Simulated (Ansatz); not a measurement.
# Dielectric function and optical constants of Cs

Aim: the dielectric function of Cs, and the optical constants that follow from it.

Main program and level: Ansatz 0.2.0; DFT, PBE, plane-wave PAW, default files, scalar-relativistic, independent-particle optical response without local fields.

## (1) The structure

It takes space group Im-3m (No. 229, cubic). The conventional cell has a = 6.067 Å, b = 6.067 Å, c = 6.067 Å, α = 90.00°, β = 90.00°, γ = 90.00°.

## (2) Ground state and bands

First the ground state: is it a metal or has it a gap?

This step: DFT, PBE, plane-wave PAW, default files, scalar-relativistic, ground state (Ansatz 0.2.0).

Contents of input.yaml:

```yaml
crystal:
  lattice:
    - [-3.0335, 3.0335, 3.0335]
    - [3.0335, -3.0335, 3.0335]
    - [3.0335, 3.0335, -3.0335]
  atoms:
    - { symbol: Cs, position: [0.0, 0.0, 0.0] }
kpoints:
  mp_grid: { grid: [5, 5, 5] }
  band_path:
    path:
      - [[0.0, 0.0, 0.0], [0.5, -0.5, 0.5], [0.0, 0.0, 0.5], [0.0, 0.0, 0.0], [0.25, 0.25, 0.25], [0.5, -0.5, 0.5]]
      - [[0.25, 0.25, 0.25], [0.0, 0.0, 0.5]]
    npoints: 10
scf:
  occupations: { method: fermi_dirac, width: 0.05 }
  n_extra_bands: 6
hamiltonian:
  xc: pbe
  pseudopotentials: { kind: paw }
output:
  forces: true
  stress: true
  populations: true
  write_bands: true
  write_density: true
  write_potential: true
  elf: true
  volumetric_format: npy
```

On the command line:

```bash
ansatz run input.yaml --threads 4 --pin off --max-ram 8192MiB --backend cpu --events-out ev --progress --plain --runs-dir out
```

Numbers of over 12 decimals in the logs are rounded to 6 here.

The program printed:

```text
scf.n_extra_bands = 6 over 5 filled bands (N_el = 9.0): the run solves 11 bands
Engine: ansatz 0.2.0, x86_64-unknown-linux-gnu
Pseudopotentials: kind: paw
Pseudopotential: Cs, paw, valence charge 9, recommended cutoff 420 eV (normal), Cs.paw.azcp
Functional definition: PBE
  parameter kappa = 0.804
  parameter beta = 0.066725
  exchange = pbe_x(kappa = kappa, mu = beta*pi^2/3)
  correlation = pbe_c(beta = beta)
Crystal: 1 atoms, lattice volume = 111.659 Å³
Basis set: ecut = 420 eV, 2171 PW (Γ), exchange–correlation on 72×72×72 points (8 copies of the dense FFT grid, shifted against one another)
Bands: 11, of which v1, the nominal top of the filled ones, is band 5 counted from 1 (4 counted from 0)
Symmetry: 48 space group operations
Space group: Im-3m (ITA 229), of the structure as read, at distance tolerance 4.8e-5 Å
k-points: 10 of 125
Non-local potential: Cs, projectors of the file, l = 0: 3, l = 1: 2, l = 2: 2, l = 3: 2
PAW form: soft (Blöchl's): semilocal exchange-correlation on the pseudo side does not see the compensation charge
PAW one-centre angular grid: Cs, 194 points (default); XC on 64 Gauss nodes
Initial density: superposition of atomic densities (neutral atoms: chi_scale 0, normalization atom), corrected by the library's trained network
Initial wavefunctions: pseudopotential atomic-orbital guess
Functional: x = pbe(κ = 0.804, μ = 0.219515), c = pbe(β = 0.066725)
SCF iter   1: F=—  HF=-5670.774649 eV  |F-HF|=—  |Δ(HF+E_count)|=         —  Δρ=2.10e-4  dr2=2.85e-5  ethr=1.77e-3  ⟨swp⟩=6.1  Hψ=871  notcnv=0  defer=1
preconditioner: auto → none  [insulator: Δε(μ)=0.358 eV  Ē_g=3.505 eV  σ=0.050 eV  W_gap=0.69  n_scr=12 (ndim 8)  ℏωp=3.5 eV  f_vac=0.000  D(μ)=1.67/eV (n_scr^D=12)  ε∞_Penn≈2.0]
SCF iter   2: F=—  HF=-5670.775040 eV  |F-HF|=—  |Δ(HF+E_count)|=   3.91e-4  Δρ=1.23e-4  dr2=2.00e-5  ethr=3.16e-7  ⟨swp⟩=3.7  Hψ=282  notcnv=0  defer=1
SCF iter   3: F=—  HF=-5670.775059 eV  |F-HF|=—  |Δ(HF+E_count)|=   1.86e-5  Δρ=5.64e-5  dr2=9.90e-6  ethr=2.22e-7  ⟨swp⟩=2.0  Hψ=149  notcnv=0  defer=1
SCF iter   4: F=—  HF=-5670.775055 eV  |F-HF|=—  |Δ(HF+E_count)|=   3.85e-6  Δρ=1.46e-5  dr2=7.45e-7  ethr=1.10e-7  ⟨swp⟩=2.5  Hψ=148  notcnv=0  defer=1
iter 5 did not close the SCF: its close was put off for the readings that it lacked (scf_convergence_deferred on its scf_iter line)
SCF iter   5: F=-5670.775055 eV  HF=-5670.775055 eV  |F-HF|=2.07e-9  |Δ(HF+E_count)|=   1.64e-7  Δρ=4.25e-6  dr2=5.84e-8  ethr=8.28e-9  ⟨swp⟩=2.3  Hψ=142  notcnv=0  defer=1
SCF iter   6: F=-5670.775055 eV  HF=-5670.775055 eV  |F-HF|=3.27e-11  |Δ(HF+E_count)|=   1.46e-8  Δρ=2.56e-7  dr2=8.41e-11  ethr=6.49e-10  ⟨swp⟩=7.7  Hψ=609  notcnv=0
SCF 1 converged in 6 iterations: F = -5670.775055 eV  dr2 = 8.41e-11
  greatest PAW one-centre occupation: 0.930 electrons in one spin orbital (limit 2), on the Cs atom at site 0 (counted from 0), in its partial waves of l = 0
NSCF: frozen V_eff on 62 k-points
SCF converged after 6 iterations
Free energy (F): -5670.775055 eV
Harris-Foulkes:  -5670.775055 eV  (|F-HF|=3.27e-11)
Internal energy: -5670.762751 eV  (E = F + TS)
E sigma→0 (E₀):  -5670.768903 eV
Entropy (-TS):   -0.012304 eV (-12.304 meV/atom)
Fermi energy:    2.410246 eV
--- Per-component energies (eV) ---
  E_band       = -90.901139
  E_kinetic    = 140.799034
  E_local      = -388.081543  (includes V_loc(G=0)·N_el)
  E_nonlocal   = 30.233769
  E_hartree    = 135.783793
  E_xc         = -172.914105
  E_vxc        = -124.592490  (∫ρ·V_xc dr)
  E_paw        = -5066.765221  (= ΣΔE_a)
  E_vpaw       = -20.827351  (= ΣTr[D̂ρ^β])
  E_aug_tail   = -0.000001  (compensation charges beyond the density's cutoff)
  E_ewald      = -349.818476
  E_smearing   = -0.012304  (= −TS)
  E_closure    = 0.000000  (closes the sum)
  Σ components = -5670.775055   (vs F -5670.775055, Δ=0.00e0)
--- Forces (eV/Å), atoms counted from 1 ---
  atom   1  Cs     0.00000000    -0.00000000     0.00000000
  max |Σ_I F_I| component: 5.59e-31 eV/Å
--- Stress (GPa, compression-positive) ---
        0.081892       0.000000       0.000000
        0.000000       0.081892      -0.000000
       -0.000000      -0.000000       0.081892
  P = ⅓ Tr σ = 0.0819 GPa (0.819 kbar)
--- Band table (eV; the first three rows and the last of 10) ---
  k-point 0: bands = [... 1 lower, -8.2224, -8.2224, -8.2224, 0.6488, 4.8665, 4.8665, 4.8665, 5.7443, ... 2 higher]
  k-point 1: bands = [... 1 lower, -8.2763, -8.2399, -8.2225, 1.0870, 4.3396, 4.4802, 5.3133, 5.5294, ... 2 higher]
  k-point 2: bands = [... 1 lower, -8.3602, -8.2678, -8.2227, 2.0920, 3.4601, 4.0564, 5.6651, 5.9921, ... 2 higher]
  k-point 9: bands = [... 1 lower, -8.3287, -8.3193, -8.3193, 2.9188, 3.1256, 4.9953, 5.0870, 5.0870, ... 2 higher]
--- Löwdin populations: 1 site ---
  site symbol       q [e]
     0     Cs      8.9714
  spilling = 0.003177 (of n_electrons = 9.000000)
```

It took 2 s on 4 threads of Intel Xeon Platinum 8488C (Sapphire Rapids), shared host; peak memory 0.39 GiB.

In the SCF lines HF is the Harris–Foulkes energy and dr2 the Hartree energy of the density residual, in eV; the loop may stop once dr2 is under the threshold and the program's other checks hold. Hψ counts applications of the Hamiltonian.

This step gave:

```
free energy         : -5670.7751 eV
Fermi energy        : 2.410 eV
electrons           : 9
symmetry operations : 48
pressure            : 0.08189 GPa
volume              : 111.7 Å³
gap on the path     : 0 eV
```

There are states at the Fermi level within the smearing, so the occupations stay smeared and the carriers get a Drude term. The cell is left with a pressure of 0.1 GPa, as it stands unrelaxed at this level.

The electronic bands at the labelled points (eV, zero at the Fermi level; # counts the bands kept):

| point | #1 | #2 | #3 | #4 | #5 | #6 | #7 |
| --- | --- | --- | --- | --- | --- | --- | --- |
| Γ | -10.63 | -10.63 | -10.63 | -1.76 | 2.46 | 2.46 | 2.46 |
| halfway | -10.71 | -10.69 | -10.69 | -0.51 | 1.47 | 2.20 | 2.20 |
| H | -10.74 | -10.74 | -10.74 | 0.57 | 0.57 | 3.02 | 3.02 |
| halfway | -10.76 | -10.71 | -10.69 | 0.54 | 0.69 | 1.97 | 2.15 |
| N | -10.78 | -10.68 | -10.63 | -0.03 | 0.85 | 1.59 | 3.18 |
| halfway | -10.71 | -10.66 | -10.63 | -1.10 | 1.68 | 1.94 | 3.15 |
| Γ | -10.63 | -10.63 | -10.63 | -1.76 | 2.46 | 2.46 | 2.46 |
| halfway | -10.73 | -10.65 | -10.65 | -0.79 | 1.55 | 1.55 | 3.43 |
| P | -10.71 | -10.71 | -10.71 | 0.94 | 0.94 | 0.94 | 2.40 |
| halfway | -10.74 | -10.74 | -10.66 | 0.79 | 0.79 | 1.03 | 3.19 |
| H | -10.74 | -10.74 | -10.74 | 0.57 | 0.57 | 3.02 | 3.02 |
| jump to P | -10.71 | -10.71 | -10.71 | 0.94 | 0.94 | 0.94 | 2.40 |
| halfway | -10.76 | -10.70 | -10.65 | 0.34 | 0.84 | 1.29 | 3.14 |
| N | -10.78 | -10.68 | -10.63 | -0.03 | 0.85 | 1.59 | 3.18 |

The electronic bands as a text plot (rows in eV, shown from -8.0 to 4.5 only):

```
    4.2 |         ***        ***                      *****   ***
    3.7 |  ***  **       ********          ***********     ******
    3.2 |**  ****  ******   ***************   *    ********  ****
    2.6 |****    *** ***   *       *******     ****      * **
    2.1 |  ******      ****      ****   **              *
    1.6 |    ***           *******        ***          *      ***
    1.1 |       **          *****            **********    ******
    0.6 |         **********                  **   * ****** **
    0.0 |       **         ****              *                ***
   -0.5 |     **               **           *
   -1.0 |    *                   *        **
   -1.5 |****                     ********
   -2.0 |
   -2.6 |
   -3.1 |
   -3.6 |
   -4.1 |
   -4.6 |
   -5.1 |
   -5.7 |
   -6.2 |
   -6.7 |
   -7.2 |
   -7.7 |
         Γ           H       N        Γ         P        H|P    N
```

Electrostatic potential energy in the ac plane of the conventional cell at fractional y = 0.000, with atoms of Cs within 0.2 Å of it. With pseudopotentials it is smooth inside the atoms' cores, unlike the true potential.

Values in eV, 9 rows by 16 columns, each cell a mean:
```
-23 -24 -19  -4   1   3   4   4   5   4   4   2  -1 -12 -23 -23
-13  -9  -3   1   3   4   4   5   5   4   4   3   2  -1  -6 -12
  2   2   3   3   4   4   4   5   5   5   4   4   4   3   2   2
  4   4   4   4   4   5   5   5   5   5   5   5   4   4   4   4
  4   5   5   5   5   5   5   5   5   5   5   5   5   5   5   5
  4   4   4   4   4   4   5   5   5   5   5   4   4   4   4   4
  0   1   2   3   4   4   4   5   5   5   4   4   3   2   1   0
-19 -15  -6   0   2   4   4   5   5   4   4   3   1  -3 -11 -18
-22 -24 -21  -6   1   3   4   4   5   4   4   2  -2 -14 -24 -23
```

ELF in the ac plane of the conventional cell at fractional y = 0.000, with atoms of Cs within 0.2 Å of it. It is the smooth field of the valence electrons, not physical close to the nuclei.

Values, 9 rows by 16 columns, each cell a mean:
```
0.41 0.70 0.86 0.71 0.26 0.06 0.10 0.26 0.32 0.17 0.06 0.13 0.53 0.83 0.83 0.52
0.82 0.77 0.60 0.31 0.09 0.07 0.19 0.35 0.39 0.26 0.11 0.06 0.18 0.48 0.72 0.81
0.22 0.17 0.10 0.07 0.10 0.21 0.33 0.40 0.41 0.37 0.27 0.14 0.07 0.07 0.13 0.20
0.12 0.14 0.18 0.24 0.32 0.37 0.37 0.36 0.36 0.37 0.37 0.35 0.28 0.20 0.15 0.12
0.28 0.30 0.35 0.39 0.41 0.40 0.36 0.33 0.33 0.35 0.38 0.41 0.40 0.37 0.32 0.29
0.08 0.09 0.12 0.17 0.27 0.34 0.37 0.37 0.37 0.37 0.36 0.30 0.21 0.14 0.10 0.08
0.38 0.30 0.17 0.08 0.07 0.16 0.30 0.40 0.41 0.35 0.22 0.10 0.06 0.12 0.25 0.36
0.85 0.84 0.73 0.43 0.12 0.06 0.15 0.32 0.37 0.23 0.09 0.07 0.27 0.62 0.81 0.85
0.22 0.61 0.87 0.75 0.30 0.07 0.09 0.25 0.31 0.15 0.06 0.15 0.58 0.85 0.78 0.34
```

## (3) Spectrum

With the density converged, the vertical transitions are summed over the zone.

This step: DFT, PBE, plane-wave PAW, default files, scalar-relativistic, independent-particle optical response without local fields (Ansatz 0.2.0).

input.yaml, the sections that differ from step 2:

```yaml
kpoints:
  mp_grid: { grid: [7, 7, 7] }
scf:
  occupations: { method: fermi_dirac, width: 0.05 }
output:
  optics:
    e_range: [0, 20]
    de: 0.05
    sigma: 0.1
    drude_damping: 0.1
    nscf_kmesh: { grid: [8, 8, 8] }
    bands: { spectra_wanted_up_to: 20 }
# crystal, hamiltonian: as in step 2
```

The program printed:

```text
[...]
Crystal: 1 atoms, lattice volume = 111.659 Å³
Basis set: ecut = 420 eV, 2171 PW (Γ)
Bands: 9, of which v1, the nominal top of the filled ones, is band 5 counted from 1 (4 counted from 0)
[... 1 set-up line as in the run before ...]
[...]
k-points: 20 of 343
[...]
SCF iter   1: F=—  HF=-5670.769582 eV  |F-HF|=—  |Δ(HF+E_count)|=         —  Δρ=2.18e-4  dr2=3.32e-5  ethr=1.77e-3  ⟨swp⟩=6.0  Hψ=1516  notcnv=0
[...]
SCF iter   9: F=-5670.769891 eV  HF=-5670.769891 eV  |F-HF|=0.00e0  |Δ(HF+E_count)|=  2.09e-11  Δρ=1.17e-8  dr2=2.33e-13  ethr=1.00e-12  ⟨swp⟩=1.2  Hψ=515  notcnv=0
SCF 1 converged in 9 iterations: F = -5670.769891 eV  dr2 = 2.33e-13
[...]
NSCF: frozen V_eff on 29 k-points
output.optics: what the bands over the 48 summed would add to eps1, eps2 and the energy-loss function is held between a lower and an upper bound (4 Lanczos steps). eps1, eps2 and their loss function (loss_summed_bands) are given on every row as the summed bands alone make them. Along an axis, on a row where the two bounds hold the loss function to about 1 % of the greater of itself and 0.5 % of |1/eps|, its cell (loss_completed) is given, with the completed eps1 and eps2 that it is formed of (a cell that is left empty reads nan in the table and null in the record). The two bounds hold it so along every axis on all 400 rows up to 20.000 eV. [rest of the remark cut]
SCF converged after 9 iterations
Free energy (F): -5670.769891 eV
[...]
Internal energy: -5670.759212 eV  (E = F + TS)
E sigma→0 (E₀):  -5670.764552 eV
Entropy (-TS):   -0.010679 eV (-10.679 meV/atom)
Fermi energy:    2.364563 eV
[...]
--- Band table (eV; the first three rows and the last of 20) ---
[...]
```

The job ended after 6.8 s (4 threads; peak memory 1 GiB).

Numbers from this step:

* main peak of the optical conductivity above 1 eV, first axis: 14.37 eV
* centre of weight of the strongest loss peak in the window: 17.13 eV
* Drude plasma energy, first axis: 3.039 eV
* bands summed: 48
* spectra valid up to: 23.47 eV
* program's estimate of the k-sum error in Im epsilon: 0.47 %
* electrons in the f-sum: 9.242

The Im ε, any direction has structure finer than the step of the table below, so its rows give means over 0.5 eV, whole bins alone (the curve runs from 0.3 to 20 eV). Peaks (eV: height): 0.95: 5.54, 12.30: 2.08, 14.35: 3.25, 15.60: 2.73.

Table of Im ε, any direction by photon energy; means over each step:

| photon energy (eV) | Im ε, any direction |
| --- | --- |
| 1.0 | 5.02 |
| 1.5 | 2.77 |
| 2.0 | 1.10 |
| 2.5 | 0.577 |
| 3.0 | 0.335 |
| 3.5 | 0.387 |
| 4.0 | 0.533 |
| 4.5 | 0.280 |
| 5.0 | 0.244 |
| 5.5 | 0.131 |
| 6.0 | 0.0857 |
| 6.5 | 0.0627 |
| 7.0 | 0.0357 |
| 7.5 | 0.0326 |
| 8.0 | 0.0173 |
| 8.5 | 0.0136 |
| 9.0 | 0.00846 |
| 9.5 | 0.00620 |
| 10.0 | 0.00872 |
| 10.5 | 0.214 |
| 11.0 | 0.640 |
| 11.5 | 1.04 |
| 12.0 | 1.63 |
| 12.5 | 1.65 |
| 13.0 | 0.974 |
| 13.5 | 1.43 |
| 14.0 | 2.41 |
| 14.5 | 2.34 |
| 15.0 | 0.741 |
| 15.5 | 1.70 |
| 16.0 | 0.976 |
| 16.5 | 0.735 |
| 17.0 | 0.404 |
| 17.5 | 0.215 |
| 18.0 | 0.363 |
| 18.5 | 0.339 |
| 19.0 | 0.267 |
| 19.5 | 0.287 |

Table of Re ε, any direction by photon energy:

| photon energy (eV) | Re ε, any direction |
| --- | --- |
| 1 | -5.45 |
| 2 | -1.75 |
| 3 | 0.131 |
| 4 | 0.737 |
| 5 | 0.895 |
| 6 | 1.07 |
| 7 | 1.25 |
| 8 | 1.42 |
| 9 | 1.62 |
| 10 | 1.94 |
| 11 | 2.23 |
| 12 | 2.19 |
| 13 | 1.46 |
| 14 | 1.33 |
| 15 | 0.236 |
| 16 | -0.205 |
| 17 | -0.00866 |
| 18 | 0.401 |
| 19 | 0.522 |
| 20 | 0.561 |

The refractive index n and extinction k by photon energy:

| photon energy (eV) | n | k |
| --- | --- | --- |
| 0.5 | 0.637 | 5.61 |
| 1.0 | 1.07 | 2.57 |
| 1.5 | 0.642 | 2.05 |
| 2.0 | 0.383 | 1.38 |
| 2.5 | 0.342 | 0.846 |
| 3.0 | 0.486 | 0.324 |
| 3.5 | 0.808 | 0.238 |
| 4.0 | 0.899 | 0.267 |
| 4.5 | 0.774 | 0.126 |
| 5.0 | 0.959 | 0.158 |
| 5.5 | 0.961 | 0.0639 |
| 6.0 | 1.04 | 0.0417 |
| 6.5 | 1.07 | 0.0292 |
| 7.0 | 1.12 | 0.0151 |
| 7.5 | 1.16 | 0.0146 |
| 8.0 | 1.19 | 0.00642 |
| 8.5 | 1.23 | 0.00548 |
| 9.0 | 1.27 | 0.00328 |
| 9.5 | 1.32 | 0.00219 |
| 10.0 | 1.39 | 0.00342 |
| 10.5 | 1.56 | 0.0341 |
| 11.0 | 1.51 | 0.209 |
| 11.5 | 1.64 | 0.292 |
| 12.0 | 1.56 | 0.499 |
| 12.5 | 1.24 | 0.659 |
| 13.0 | 1.27 | 0.371 |
| 13.5 | 1.50 | 0.455 |
| 14.0 | 1.42 | 0.835 |
| 14.5 | 0.999 | 1.32 |
| 15.0 | 0.715 | 0.525 |
| 15.5 | 1.40 | 0.645 |
| 16.0 | 0.566 | 0.725 |
| 16.5 | 0.661 | 0.600 |
| 17.0 | 0.445 | 0.455 |
| 17.5 | 0.608 | 0.167 |
| 18.0 | 0.710 | 0.322 |
| 18.5 | 0.729 | 0.254 |
| 19.0 | 0.736 | 0.143 |
| 19.5 | 0.683 | 0.200 |
| 20.0 | 0.759 | 0.126 |

The reflectivity at normal incidence, any direction has structure finer than the step of the table below, so its rows give means over 0.5 eV, whole bins alone (the curve runs from 0.3 to 20 eV). Peaks (eV: height): 14.65: 36.3, 15.80: 32.4.

The reflectivity at normal incidence, any direction by photon energy; means over each step:

| photon energy (eV) | reflectivity at normal incidence, any direction (%) |
| --- | --- |
| 1.0 | 63.8 |
| 1.5 | 62.4 |
| 2.0 | 59.3 |
| 2.5 | 45.5 |
| 3.0 | 17.9 |
| 3.5 | 3.07 |
| 4.0 | 2.64 |
| 4.5 | 2.89 |
| 5.0 | 0.535 |
| 5.5 | 0.185 |
| 6.0 | 0.0742 |
| 6.5 | 0.154 |
| 7.0 | 0.320 |
| 7.5 | 0.529 |
| 8.0 | 0.762 |
| 8.5 | 1.06 |
| 9.0 | 1.43 |
| 9.5 | 1.93 |
| 10.0 | 2.74 |
| 10.5 | 4.76 |
| 11.0 | 5.08 |
| 11.5 | 7.06 |
| 12.0 | 8.69 |
| 12.5 | 8.76 |
| 13.0 | 4.29 |
| 13.5 | 7.41 |
| 14.0 | 13.3 |
| 14.5 | 28.4 |
| 15.0 | 12.3 |
| 15.5 | 12.4 |
| 16.0 | 25.0 |
| 16.5 | 17.9 |
| 17.0 | 20.8 |
| 17.5 | 7.65 |
| 18.0 | 4.91 |
| 18.5 | 4.55 |
| 19.0 | 3.50 |
| 19.5 | 4.36 |

The loss function −Im 1/ε at q → 0, any direction has structure finer than the step of the table below, so its rows give means over 0.5 eV, whole bins alone (the curve runs from 0.3 to 20 eV). Peaks (eV: height): 2.95: 2.97, 4.35: 1.25, 14.90: 1.25, 17.15: 3.30, 18.10: 1.40, 19.45: 1.12.

Loss function −Im 1/ε at q → 0, any direction against energy loss; means over each step:

energy loss (eV), loss function −Im 1/ε at q → 0, any direction and a bar:
```
      1.0       0.09 #
      1.5       0.13 #
      2.0       0.27 ###
      2.5       0.94 ###########
      3.0       2.21 ##########################
      3.5       0.80 ##########
      4.0       0.65 ########
      4.5       0.64 ########
      5.0       0.29 ###
      5.5       0.16 ##
      6.0       0.08 #
      6.5       0.05 #
      7.0       0.02 
      7.5       0.02 
      8.0       0.01 
      8.5       0.01 
      9.0       0.00 
      9.5       0.00 
     10.0       0.00 
     10.5       0.03 
     11.0       0.11 #
     11.5       0.14 ##
     12.0       0.22 ###
     12.5       0.40 #####
     13.0       0.32 ####
     13.5       0.23 ###
     14.0       0.30 ####
     14.5       0.43 #####
     15.0       1.09 #############
     15.5       0.38 #####
     16.0       1.00 ############
     16.5       1.36 ################
     17.0       2.51 ##############################
     17.5       1.47 #################
     18.0       1.07 #############
     18.5       1.04 ############
     19.0       0.81 ##########
     19.5       0.97 ############
```

Optical constants at common wavelengths, from n + ik = √ε:

| wavelength (nm) | n | k | R (%) | 1/α |
| --- | --- | --- | --- | --- |
| 1550 | 0.73 | 2.909 | 74.4 | 42 nm |
| 1064 | 1.02 | 2.445 | 59.5 | 35 nm |
| 800 | 0.60 | 1.980 | 63.0 | 32 nm |
| 633 | 0.39 | 1.427 | 60.4 | 35 nm |
| 450 | 0.35 | 0.584 | 35.5 | 61 nm |
| 365 | 0.77 | 0.237 | 3.4 | 123 nm |
| 248 | 0.96 | 0.158 | 0.7 | 125 nm |

In reflection the computed colour is yellow: x = 0.354, y = 0.376, luminous reflectivity 54 %.

## (4) Summary of results

```yaml
gap_on_the_path: 0 eV
main_peak_of_the_optical_conductivity_above_1_ev_first_axis: 14.4 eV
drude_plasma_energy_first_axis: 3.04 eV
centre_of_weight_of_the_strongest_loss_peak_in_the_window_first_axis: 17.1 eV
```

In words: At this level (PBE, independent particles) Cs is a metal with a Drude plasma energy of 3.0 eV; it reflects 54 % at 550 nm. Along x the bare Drude plasma energy is 3.0 eV; Re ε first rises through zero at 2.91 eV. The strongest loss structure up to 20 eV has its centre of weight at 17.1 eV; a free-electron gas of the 9.2 electrons in the f-sum would put its plasmon at 10.7 eV. In reflection the computed colour is yellow: x = 0.354, y = 0.376, luminous reflectivity 54 %. In the base run ε includes the program's bounded estimate of what the bands above those summed add. The carriers' damping of 0.1 eV is typed, not computed; at 0.8 eV the carriers give 42 % of Im ε along the first axis; the rest comes from the sum over bands, which at low energy also holds close bands and the noise of the mesh. Spin-orbit coupling is left out although heavy atoms are present. The Fermi-Dirac width of 0.05 eV acts as an electron temperature of 580 K in the carriers' term.

[Logs are printed without paths, hosts, clocks, repeated set-up lines and the standing remarks that a program may print on its own settings, such as how far it seeks lower states.]

[Hosts, paths, dates, database ids (printed as entryN), source tags and the programs' standing remarks are cut or masked in the printed files.]
